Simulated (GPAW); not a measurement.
# Ballistic transport through tetrasilanedithiol between two Au chains, cheap and dear, part 2 of 2

How well does tetrasilanedithiol between two Au chains conduct at low bias, and how far do basis and functional move the answer?

GPAW 26.7.0; GPAW LCAO, PAW setups; Landauer transmission from Green's functions with principal layers (ASE), zero bias.

So far, transmission at the Fermi level (one spin): step 2 (GPAW, dzp, PBE, GPAW) 0.661; step 3 (basis szp(dzp), PBE, GPAW) 0.307; step 4 (basis sz(dzp), PBE, GPAW) 0.219; step 5 (LDA) 0.841.

### Step 8. Another change of settings

A last run, with other settings again.

This step: GPAW LCAO, PAW setups; Landauer transmission from Green's functions with principal layers (ASE), zero bias (GPAW 26.7.0).

File run.py:

```python
import json
import numpy as np
from ase import Atoms
from ase.transport.calculators import TransportCalculator
from gpaw import GPAW, FermiDirac
from gpaw.lcao.tools import get_lcao_hamiltonian
from scipy.linalg import eigh

# The junction with lead layers at both ends, along the third cell vector
device = Atoms(
    ['Au', 'Au', 'Au', 'Au', 'Au', 'S', 'Si', 'H', 'H', 'H', 'H', 'Si', 'Si', 'H', 'H', 'H', 'H', 'Si', 'S', 'Au', 'Au', 'Au', 'Au', 'Au'],
    positions=[
        [5.35472, 6.05596, 1.30000],
        [5.35472, 6.05596, 3.90000],
        [5.35472, 6.05596, 6.50000],
        [5.35472, 6.05596, 9.10000],
        [5.35472, 6.05596, 11.70000],
        [4.80485, 7.62135, 13.36424],
        [4.09120, 7.65041, 15.38809],
        [3.25254, 8.86191, 15.57242],
        [3.25000, 6.44199, 15.58327],
        [6.68188, 6.42383, 16.69899],
        [6.71125, 8.83928, 16.70912],
        [5.83970, 7.64187, 16.87207],
        [4.86970, 7.64188, 18.95006],
        [3.99816, 8.83930, 19.11300],
        [4.02751, 6.42385, 19.12315],
        [7.45940, 6.44199, 20.23886],
        [7.45685, 8.86192, 20.24972],
        [6.61820, 7.65041, 20.43404],
        [5.90454, 7.62136, 22.45789],
        [5.35472, 6.05596, 24.12214],
        [5.35472, 6.05596, 26.72214],
        [5.35472, 6.05596, 29.32214],
        [5.35472, 6.05596, 31.92214],
        [5.35472, 6.05596, 34.52214]],
    cell=[[10.70943, 0.0, 0.0], [0.0, 12.11192, 0.0], [0.0, 0.0, 35.82214]],
    pbc=True)

# One principal layer of the lead: the first 3 atoms of the device
lead = Atoms(
    ['Au', 'Au', 'Au'],
    positions=[
        [5.35472, 6.05596, 1.30000],
        [5.35472, 6.05596, 3.90000],
        [5.35472, 6.05596, 6.50000]],
    cell=[[10.70943, 0.0, 0.0], [0.0, 12.11192, 0.0], [0.0, 0.0, 8.97]],
    pbc=True)

settings = dict(mode='lcao', basis='dzp', xc='PBE', h=0.2,
                occupations=FermiDirac(0.1), maxiter=100,
                mixer=dict(beta=0.1, nmaxold=8, weight=100.0),
                convergence=dict(density=0.0001))
energies = np.arange(-2, 2 + 1e-9, 0.05)
eta = 0.0001
n1, n2 = 1, 1
# k and -k transmit alike, so half of the mesh across the current serves
mesh = [(i, j) for i in range(n1) for j in range(n2) if (i, j) <= (-i % n1, -j % n2)]
weights = np.array([1 if (i, j) == (-i % n1, -j % n2) else 2 for i, j in mesh]) / (n1 * n2)

# [... helper functions left out ...]
fermi_lead = ground_state(lead, (1, 1, 15), 'lead.txt')
fermi_device = ground_state(device, (1, 1, 2), 'device.txt')
# [... loop over the mesh left out, but for ...]
        # Shift the lead onto the potential of the device's first layer
        shift = ((H[:, 0, 0] - H0[:, 0, 0]) / S0[0, 0]).real.mean()
# [...]
kT = 8.617333e-5 * 300
bias = [0.1, 0.2, 0.5, 1.0, 1.5, 2.0]
# [... integrals and printing left out ...]
```

Started as:

```sh
$ OMP_NUM_THREADS=1 OPENBLAS_NUM_THREADS=1 python run.py
```

The log of the run:

```text
basis functions: device 268, principal layer 45
Fermi level: lead -5.1218 eV, device -4.7621 eV; lead shifted by -0.4984 eV
largest coupling past the next layer 1.26e-15 eV, largest misfit of the first layer 0.358 eV
  E-E_F (eV)   T (one spin)  [channel counts left out]
    -2.000    1.0745e-06
    -1.950    7.8760e-06
    -1.900    1.3103e-05
    -1.850    2.2666e-09
    -1.800    2.5831e-05
    -1.750    1.1237e-02
    -1.700    5.4083e-01
    -1.650    2.2248e-08
    -1.600    1.0044e-08
    -1.550    5.6350e-11
    -1.500    4.4835e-12
    -1.450    9.5813e-13
    -1.400    3.5681e-13
    -1.350    2.9726e-11
    -1.300    1.6429e-05
    -1.250    5.9030e-07
[...]
1.650    2.1195e-03
     1.700    1.6987e-03
     1.750    1.3955e-03
     1.800    1.1715e-03
     1.850    1.0026e-03
     1.900    8.7296e-04
     1.950    7.7209e-04
     2.000    6.9273e-04
conductance at 300 K: 4.9511e-07 G0 a cell; thermopower 1007 uV/K
current from the zero-bias T(E) at 0.1 V: 6.2592e-06 uA
current from the zero-bias T(E) at 0.2 V: 4.1212e-05 uA
current from the zero-bias T(E) at 0.5 V: 0.013067 uA
current from the zero-bias T(E) at 1.0 V: 0.80721 uA
current from the zero-bias T(E) at 1.5 V: 1.4796 uA
current from the zero-bias T(E) at 2.0 V: 2.4323 uA
```

It took 62 s on 1 thread of Arm Neoverse V1, shared host; peak memory 1.6 GiB.

The run finished. A setting was moved off its sound value on purpose, so it serves as a test and not as the result.

The fault put into the input: a lead period that doesn't match its atoms (period = 8.97).

The two runs compared:

| quantity | this run | sound run | difference |
| --- | --- | --- | --- |
| conductance (G₀) | 4.951e-7 | 0.58414 | -0.584 |
| largest coupling past the next principal layer (eV) | 1.256e-15 | 2.459e-7 | -2.5e-7 |
| largest misfit of the first principal layer (eV) | 0.35774 | 0.070868 | 0.287 |
| shift that aligns the lead (eV) | -0.49842 | -0.017696 | -0.481 |
| transmission at the Fermi level (one spin) | 7.779e-8 | 0.66066 | -0.661 |

The two runs differ clearly in the transmission at the Fermi level (one spin): 7.8e-8 against 0.661.

### Step 9. Summary of results

```json
{
  "conductance": "0.584 G₀",
  "transmission at the Fermi level, mean of the spins": "0.661"
}
```

In words: In the dzp basis the junction conducts 0.584 G₀ at 300 K, with T = 0.661 a spin at the Fermi level; no smaller basis tried comes within 10 % of that conductance. The conductance differs from T at the Fermi level because it averages T(E) over the thermal window, about 0.09 eV wide, in which T changes. At the Fermi level one eigenchannel carries the current (0.66). Measured against the first run (dzp), the nearest curve is that of dzp-LDA (r.m.s. 0.048) and the farthest that of sz (0.19). Over the compared runs wall time goes from 60 s (sz) to 76 s (dzp), on a shared host. The geometry was built from estimated bond lengths and not relaxed, so the numbers describe this model structure. Spin-orbit coupling is left out, which matters for the heavy atoms here. Semilocal functionals put molecular levels too near the Fermi level, so such conductances usually come out too high, and chain electrodes have a sharper density of states than real ones. Energies count from the junction cell's Fermi level; in the run with T = 0.661 there, the aligned lead's own level lies at -0.018 eV, where T interpolates to 0.755; the finite cell leaves the answer open by at least that much. An evenly spaced straight chain is an idealisation: free chains tend to dimerise, zigzag or, where a band edge lies near the Fermi level, turn magnetic. The currents use the zero-bias T(E) throughout, which holds only while the bias is small against the distance to the nearest feature. Within about eight thermal energies of the Fermi level ln T(E) bends sharply from one computed energy to the next, or the lead's channel count changes, so the thermal averages, above all the thermopower, rest on an interpolation that may be rough.

[Logs are printed without paths, hosts, clocks, repeated set-up lines and the standing remarks that a program may print on its own settings, such as how far it seeks lower states.]

[Hosts, paths, dates, database ids (printed as entryN), source tags and the programs' standing remarks are cut or masked in the printed files.]
